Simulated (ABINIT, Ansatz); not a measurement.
# Calculated records

How the form of the self-energy moves the gap of SrTiO3 (Tausonite). The structure is cubic, space group Pm-3m (No. 221). Conventional cell: a = 3.905 Å, b = 3.905 Å, c = 3.905 Å, α = 90.00°, β = 90.00°, γ = 90.00°. Sr has 12 O at 2.76 Å nearest. Ti has 6 O at 1.95 Å nearest. Nearest to O lie 2 Ti at 1.95 Å and 4 Sr at 2.76 Å. Farther neighbours, and contacts between anions beyond the nearest, are not listed. The calculation used RPA screening on PBE, plane waves, norm-conserving pseudopotentials (and 4 further levels or steps) in ABINIT 10.8.3, with cutoff 38 Ha, PseudoDojo scalar-relativistic 0.4.1 standard, norm-conserving, ngkpt (4, 4, 4), nband 238, ecuteps 7.8 Ha, inclvkb 2, shiftk (0, 0, 0), symchi 1, awtr 1, frequency ppm, 4×4×4 k-mesh. The G0W0, Godby-Needs plasmon pole is 3.478 eV, the G0W0, Engel-Farid plasmon pole is 3.613 eV and the G0W0, Hybertsen-Louie plasmon pole is 4.230 eV. The one-shot COHSEX is 4.174 eV and the one-shot Hartree-Fock is 14.334 eV. The known limits are short of the basis limit; no spin-orbit coupling; coarse k mesh. It took 7 runs, 11 min in all on 8 MPI ranks of Arm Neoverse N1, shared host. G0W0, Engel-Farid plasmon pole: +0.135 eV against G0W0, Godby-Needs plasmon pole. G0W0, Hybertsen-Louie plasmon pole: +0.752 eV against G0W0, Godby-Needs plasmon pole. The program's warnings: nkpt*nsppol () is not a multiple of nproc spkpt (). The cell and positions come from the Crystallography Open Database and are kept as given unless a step says otherwise. Limits: no spin-orbit coupling. The 4×4×4 mesh is coarse for this cell, which bears on the long-range parts of exchange and screening.

```xyz
5
Lattice="3.9053 0.0000 0.0000 0.0000 3.9053 0.0000 0.0000 0.0000 3.9053" Properties=species:S:1:pos:R:3 pbc="T T T"
Sr    1.9526    1.9526    1.9526
Ti    0.0000    0.0000    0.0000
O     1.9526    0.0000    0.0000
O     0.0000    1.9526    0.0000
O     0.0000    0.0000    1.9526
```

[Long decimals in the printed logs are rounded to 6 places.]

[Logs are printed without paths, hosts, clocks, repeated set-up lines and the standing remarks that a program may print on its own settings, such as how far it seeks lower states.]

[Paths, hosts, dates, memory and timing lines, banners, echoed tables and standing remarks are left out of the program output; an Ansatz launch command may be rebuilt from the run's recorded settings. Measured values are a selection of at most five: reports struck by readers or far from the other reports are left out. None is set beside runs whose start may be inverted or whose files or cutoffs have a known fault.]

[Runs of the session that timed out or met a known fault of the program may be left out.]

[Hosts, paths, dates, database ids (printed as entryN), source tags and the programs' standing remarks are cut or masked in the printed files.]

[G0W0 gaps are taken among the corrected bands and points alone; a level outside them can change the order at an edge.]

[Where Ansatz stands beside ABINIT at settings called matched, ABINIT's density can come from a denser mesh and the files from another edition; pairs whose starting gaps differed by over 0.03 eV were left out, so agreement reads better than it is.]
